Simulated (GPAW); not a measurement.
# Dielectric function and optical constants of PbF2 (Fluorocronite), part 2 of 2

Aim: the dielectric function of PbF2 (Fluorocronite), and the optical constants that follow from it. The cell comes from an older database entry, whose edges can differ from later determinations, mostly by under a per cent.

GPAW 26.7.0; DFT, PBE, plane-wave PAW (GPAW data sets), scalar-relativistic, RPA, optical limit.

So far. Step 2 (Ground state): There is a gap, 4.39 eV on this mesh (points off the mesh can give less), so no carriers' term is needed.

The database entry behind the starting cell differs from later determinations by our own check (0.1 to 0.3 % short, probably kX units), so it need not match the best structure at ambient conditions.

## 4. Dielectric function, RPA

Local fields let the induced charge screen the field inside the cell, which as a rule lowers ε, most along directions where the density is uneven.

This step: DFT, PBE, plane-wave PAW (GPAW data sets), scalar-relativistic, RPA, optical limit (GPAW 26.7.0).

df.py

```python
from gpaw.response.df import DielectricFunction

df = DielectricFunction('full.gpw', frequencies={'type': 'nonlinear', 'domega0': 0.03, 'omega2': 8},
                        ecut=60,
                        eta=0.1,
                        nbands=41,
                        txt='df.txt')
for direction in ['x']:
    df.get_dielectric_function(xc='RPA', direction=direction, filename=f'df_{direction}.csv')
```

Started as:

```
$ OMP_NUM_THREADS=1 python df.py
```

Numbers of over 12 decimals in the logs are rounded to 6 here.

What it wrote:

```text
Using integrator: PointIntegrator
NonLinearFrequencyDescriptor(from 0.000 to 61.014 eV, 490 points)
Nonperiodic BCs:  [False False False]
Using integrator: PointIntegrator
NonLinearFrequencyDescriptor(from 0.000 to 61.014 eV, 490 points)
Nonperiodic BCs:  [False False False]

Calculating chi0 body with:
    Ground state adapter containing:
    Number of spins: 1
    Number of kpoints: 729
    Number of irreducible kpoints: 35
    Number of completely occupied states: 14
    Number of partially occupied states: 14

    Linear response parametrization:
    q_c: [0.0, 0.0, 0.0]
    Number of frequency points: 490
    Planewave cutoff: 60.0
    Number of bands: 41
    Number of planewaves: 59
    Broadening (eta): 0.1

Integrating chi0 body.

Symmetries of q_c:
    Direct symmetries (Uq -> q): 48
    Indirect symmetries (TUq -> q): 0
In total 48 allowed symmetries.

35 groups of equivalent kpoints. 95.198903% reduction.

Integral kind: spectral function

Calculating chi0 optical extensions with:
    Ground state adapter containing:
    Number of spins: 1
    Number of kpoints: 729
    Number of irreducible kpoints: 35
    Number of completely occupied states: 14
    Number of partially occupied states: 14

    Linear response parametrization:
    Number of frequency points: 490
    Planewave cutoff: 60.0
    Number of bands: 41
    Number of planewaves: 59
    Broadening (eta): 0.1
Integrating chi0 head and wings.

Symmetries of q_c:
    Direct symmetries (Uq -> q): 48
    Indirect symmetries (TUq -> q): 0
In total 48 allowed symmetries.

35 groups of equivalent kpoints. 95.198903% reduction.

Integral kind: spectral function wings
```

It took 13 s on 1 thread of Arm Neoverse V1, shared host; peak memory 0.3 GiB.

Numbers from this step:

| Item | Value |
| --- | --- |
| electronic dielectric constant ε∞, mean over x, y and z (by symmetry where fewer were run) | 3.169 |
| main peak of Im epsilon, first axis | 8.036 eV |
| centre of weight of the strongest loss peak in the window | 11.58 eV |

Some rows of df_x.csv (energy; Re and Im without local fields; Re and Im with them):

```text
0.000000, 3.561389, 0.000000, 3.169230, 0.000000
0.555532, 3.575915, 0.005277, 3.180406, 0.004057
1.143969, 3.624641, 0.011462, 3.217790, 0.008774
1.768324, 3.720398, 0.019638, 3.290782, 0.014902
2.431988, 3.888984, 0.032193, 3.417715, 0.024038
3.138794, 4.190119, 0.056031, 3.639236, 0.040554
3.893091, 4.811679, 0.123960, 4.073902, 0.083318
4.699832, 6.515871, 1.142964, 5.181147, 0.580973
5.564682, 3.746595, 4.984476, 4.522989, 3.617748
6.494155, 3.704325, 2.567807, 3.448019, 2.274906
7.495775, 2.347375, 4.605839, 2.157150, 3.405818
8.578281, -0.140032, 2.410809, -0.302207, 2.315976
9.751884, -0.827559, 2.684891, -0.887507, 2.794770
11.028587, -0.104954, 2.087377, 0.175658, 1.273643
12.422601, 0.898577, 0.770096, 0.821787, 0.461345
13.950874, 0.181277, 1.131873, 1.151992, 0.831074
15.633783, 1.318848, 0.343684, 1.205443, 0.313189
17.496047, 0.807407, 1.522375, 1.036565, 1.307730
19.567954, 0.403098, 1.563497, 0.708267, 1.283912
```

The Im ε, E ∥ x has structure finer than the step of the table below, so its rows give means over 0.5 eV, whole bins alone (the curve runs from 0 to 21.9 eV). Peaks (eV: height): 5.66: 4.06, 6.33: 3.53, 6.93: 4.72, 8.03: 6.54, 9.42: 4.06, 14.40: 2.01, 19.69: 1.38.

Values under the direct gap are tails of Lorentzian lines. Im ε, E ∥ x against photon energy; means over each step:

| photon energy (eV) | Im ε, E ∥ x |
| --- | --- |
| 0.5 | 0.00365 |
| 1.0 | 0.00758 |
| 1.5 | 0.0121 |
| 2.0 | 0.0178 |
| 2.5 | 0.0254 |
| 3.0 | 0.0367 |
| 3.5 | 0.0560 |
| 4.0 | 0.0993 |
| 4.5 | 0.350 |
| 5.0 | 1.44 |
| 5.5 | 3.70 |
| 6.0 | 2.53 |
| 6.5 | 2.92 |
| 7.0 | 4.30 |
| 7.5 | 3.40 |
| 8.0 | 5.37 |
| 8.5 | 2.75 |
| 9.0 | 2.02 |
| 9.5 | 3.57 |
| 10.0 | 1.96 |
| 10.5 | 1.43 |
| 11.0 | 1.24 |
| 11.5 | 0.873 |
| 12.0 | 0.609 |
| 12.5 | 0.517 |
| 13.0 | 0.755 |
| 13.5 | 0.774 |
| 14.0 | 0.860 |
| 14.5 | 1.29 |
| 15.0 | 0.465 |
| 15.5 | 0.357 |
| 16.0 | 0.582 |
| 16.5 | 0.992 |
| 17.0 | 1.15 |
| 17.5 | 1.25 |
| 18.0 | 1.08 |
| 18.5 | 1.13 |
| 19.0 | 1.23 |
| 19.5 | 1.32 |
| 20.0 | 1.09 |
| 20.5 | 0.634 |
| 21.0 | 0.600 |
| 21.5 | 0.715 |

The Re ε, E ∥ x by photon energy:

photon energy (eV), Re ε, E ∥ x and a bar from the least value:
```
        0       3.17 ##################
        1       3.21 ##################
        2       3.33 ###################
        3       3.59 ####################
        4       4.17 #######################
        5       5.75 ##############################
        6       3.50 ###################
        7       2.70 ################
        8       2.01 ############
        9       1.18 ########
       10      -0.58 
       11       0.20 ####
       12       0.49 #####
       13       1.03 ########
       14       1.18 ########
       15       0.70 ######
       16       1.41 #########
       17       1.28 #########
       18       1.01 ########
       19       0.98 #######
       20       0.26 ####
       21       0.74 ######
```

The Im ε, E ∥ x has structure finer than the step of the table below, so its rows give means over 1 eV, whole bins alone (the curve runs from 0 to 21.9 eV). Peaks (eV: height): without local fields 5.3: 6.20, 6.3: 3.93, 6.9: 5.46, 7.7: 6.22, 9.4: 4.37, 11.0: 2.23, 19.6: 1.56; with local fields 5.7: 4.06, 6.3: 3.53, 6.9: 4.72, 8.0: 6.54, 9.4: 4.06, 14.4: 2.01, 19.7: 1.38.

Values under the direct gap are tails of Lorentzian lines. Table of Im ε, E ∥ x by photon energy; means over each step:

| photon energy (eV) | without local fields | with local fields |
| --- | --- | --- |
| 1 | 0.01000 | 0.00765 |
| 2 | 0.0239 | 0.0180 |
| 3 | 0.0519 | 0.0376 |
| 4 | 0.189 | 0.117 |
| 5 | 3.08 | 1.74 |
| 6 | 3.39 | 2.97 |
| 7 | 4.43 | 3.74 |
| 8 | 4.52 | 4.33 |
| 9 | 2.69 | 2.47 |
| 10 | 2.32 | 2.27 |
| 11 | 1.70 | 1.17 |
| 12 | 0.836 | 0.602 |
| 13 | 1.29 | 0.736 |
| 14 | 0.886 | 1.01 |
| 15 | 0.396 | 0.573 |
| 16 | 0.746 | 0.612 |
| 17 | 1.41 | 1.15 |
| 18 | 1.28 | 1.14 |
| 19 | 1.35 | 1.22 |
| 20 | 1.04 | 1.04 |
| 21 | 0.825 | 0.613 |

The refractive index n and extinction k by photon energy:

| photon energy (eV) | n | k |
| --- | --- | --- |
| 0.0 | 1.78 | 0 |
| 0.5 | 1.78 | 0.00102 |
| 1.0 | 1.79 | 0.00211 |
| 1.5 | 1.80 | 0.00335 |
| 2.0 | 1.82 | 0.00485 |
| 2.5 | 1.85 | 0.00681 |
| 3.0 | 1.89 | 0.00961 |
| 3.5 | 1.95 | 0.0141 |
| 4.0 | 2.04 | 0.0234 |
| 4.5 | 2.21 | 0.0720 |
| 5.0 | 2.41 | 0.237 |
| 5.5 | 2.25 | 0.762 |
| 6.0 | 1.94 | 0.497 |
| 6.5 | 1.96 | 0.581 |
| 7.0 | 1.99 | 1.12 |
| 7.5 | 1.76 | 0.963 |
| 8.0 | 2.09 | 1.53 |
| 8.5 | 1.04 | 1.25 |
| 9.0 | 1.30 | 0.706 |
| 9.5 | 1.46 | 1.36 |
| 10.0 | 0.799 | 1.10 |
| 10.5 | 0.739 | 0.948 |
| 11.0 | 0.864 | 0.741 |
| 11.5 | 0.670 | 0.622 |
| 12.0 | 0.815 | 0.415 |
| 12.5 | 0.977 | 0.261 |
| 13.0 | 1.08 | 0.354 |
| 13.5 | 1.02 | 0.392 |
| 14.0 | 1.15 | 0.368 |
| 14.5 | 0.946 | 0.875 |
| 15.0 | 0.871 | 0.248 |
| 15.5 | 1.03 | 0.159 |
| 16.0 | 1.21 | 0.255 |
| 16.5 | 1.26 | 0.420 |
| 17.0 | 1.22 | 0.461 |
| 17.5 | 1.16 | 0.562 |
| 18.0 | 1.11 | 0.472 |
| 18.5 | 1.08 | 0.526 |
| 19.0 | 1.13 | 0.551 |
| 19.5 | 1.03 | 0.617 |
| 20.0 | 0.827 | 0.654 |
| 20.5 | 0.794 | 0.375 |
| 21.0 | 0.921 | 0.322 |
| 21.5 | 1.05 | 0.325 |

The loss function −Im 1/ε at q → 0, E ∥ x has structure finer than the step of the table below, so its rows give means over 0.5 eV, whole bins alone (the curve runs from 0 to 21.9 eV). Peaks (eV: height): 8.77: 0.520, 10.66: 0.907, 11.56: 1.28, 12.18: 1.16, 14.68: 1.24, 20.31: 1.23.

Values under the direct gap are tails of Lorentzian lines. The loss function −Im 1/ε at q → 0, E ∥ x by energy loss; means over each step:

| energy loss (eV) | loss function −Im 1/ε at q → 0, E ∥ x |
| --- | --- |
| 0.5 | 3.6e-4 |
| 1.0 | 7.4e-4 |
| 1.5 | 0.00114 |
| 2.0 | 0.00160 |
| 2.5 | 0.00214 |
| 3.0 | 0.00284 |
| 3.5 | 0.00383 |
| 4.0 | 0.00561 |
| 4.5 | 0.0141 |
| 5.0 | 0.0377 |
| 5.5 | 0.108 |
| 6.0 | 0.139 |
| 6.5 | 0.125 |
| 7.0 | 0.157 |
| 7.5 | 0.194 |
| 8.0 | 0.156 |
| 8.5 | 0.375 |
| 9.0 | 0.389 |
| 9.5 | 0.258 |
| 10.0 | 0.493 |
| 10.5 | 0.706 |
| 11.0 | 0.789 |
| 11.5 | 1.13 |
| 12.0 | 1.09 |
| 12.5 | 0.540 |
| 13.0 | 0.473 |
| 13.5 | 0.511 |
| 14.0 | 0.389 |
| 14.5 | 0.709 |
| 15.0 | 0.713 |
| 15.5 | 0.293 |
| 16.0 | 0.237 |
| 16.5 | 0.314 |
| 17.0 | 0.383 |
| 17.5 | 0.475 |
| 18.0 | 0.500 |
| 18.5 | 0.524 |
| 19.0 | 0.504 |
| 19.5 | 0.596 |
| 20.0 | 0.881 |
| 20.5 | 1.00 |
| 21.0 | 0.663 |
| 21.5 | 0.480 |

At chosen wavelengths:

| wavelength (nm) | n | k | R (%) | 1/α |
| --- | --- | --- | --- | --- |
| 1064 | 1.79 | 0.002 | 8.1 | 34 µm |
| 633 | 1.82 | 0.005 | 8.5 | 11 µm |
| 405 | 1.90 | 0.010 | 9.6 | 3.2 µm |
| 365 | 1.94 | 0.013 | 10.2 | 2.2 µm |
| 308 | 2.05 | 0.024 | 11.8 | 1.0 µm |
| 248 | 2.41 | 0.237 | 17.5 | 83 nm |
| 193 | 1.89 | 0.726 | 14.9 | 21 nm |

Below the direct gap, k and the depth come from the tails of the Lorentzian lines, not from transitions.

## 5. Summary of results

```yaml
electronic_dielectric_constant_eps_infinity_mean_over_x_y_and_z_by_symmetry_where_fewer_were_run_rpa: 3.17
main_peak_of_im_epsilon_first_axis: 8.04 eV
centre_of_weight_of_the_strongest_loss_peak_in_the_window_first_axis: 11.6 eV
```

In words: At this level (PBE, RPA) PbF2 has ε∞ = 3.17 and n = 1.79 at 1550 nm, and Im ε peaks at 8.0 eV. On the mesh the gap is 4.38 eV and the least direct gap 4.56 eV, so on this mesh the band edges lie at different points. Local fields change the static value along x from 3.56 to 3.17 (-11 %). Distinct maxima of Im ε, read by a parabola through the highest points, lie at 5.68 eV (4.1), 6.92 eV (4.7), 8.04 eV (6.6) and 9.44 eV (4.1). Excitons and phonon-assisted transitions are missing; PBE gaps are as a rule too small, which pulls the onset down and ε∞ up, while the missing spin-orbit coupling works the other way with such heavy atoms. Spin-orbit coupling is left out although heavy atoms are present. The sum runs over mesh points, so small or evenly spaced maxima can still be ripples of the mesh. In this version of GPAW the matrix elements of the optical limit are incomplete, which can lower ε − 1 by up to a tenth where first-row anions or d states rule, and shift it by more in d metals.

[Machine, clock and banner lines and Python warnings are left out of the logs.]

[Logs are printed without paths, hosts, clocks, repeated set-up lines and the standing remarks that a program may print on its own settings, such as how far it seeks lower states.]

[Hosts, paths, dates, database ids (printed as entryN), source tags and the programs' standing remarks are cut or masked in the printed files.]
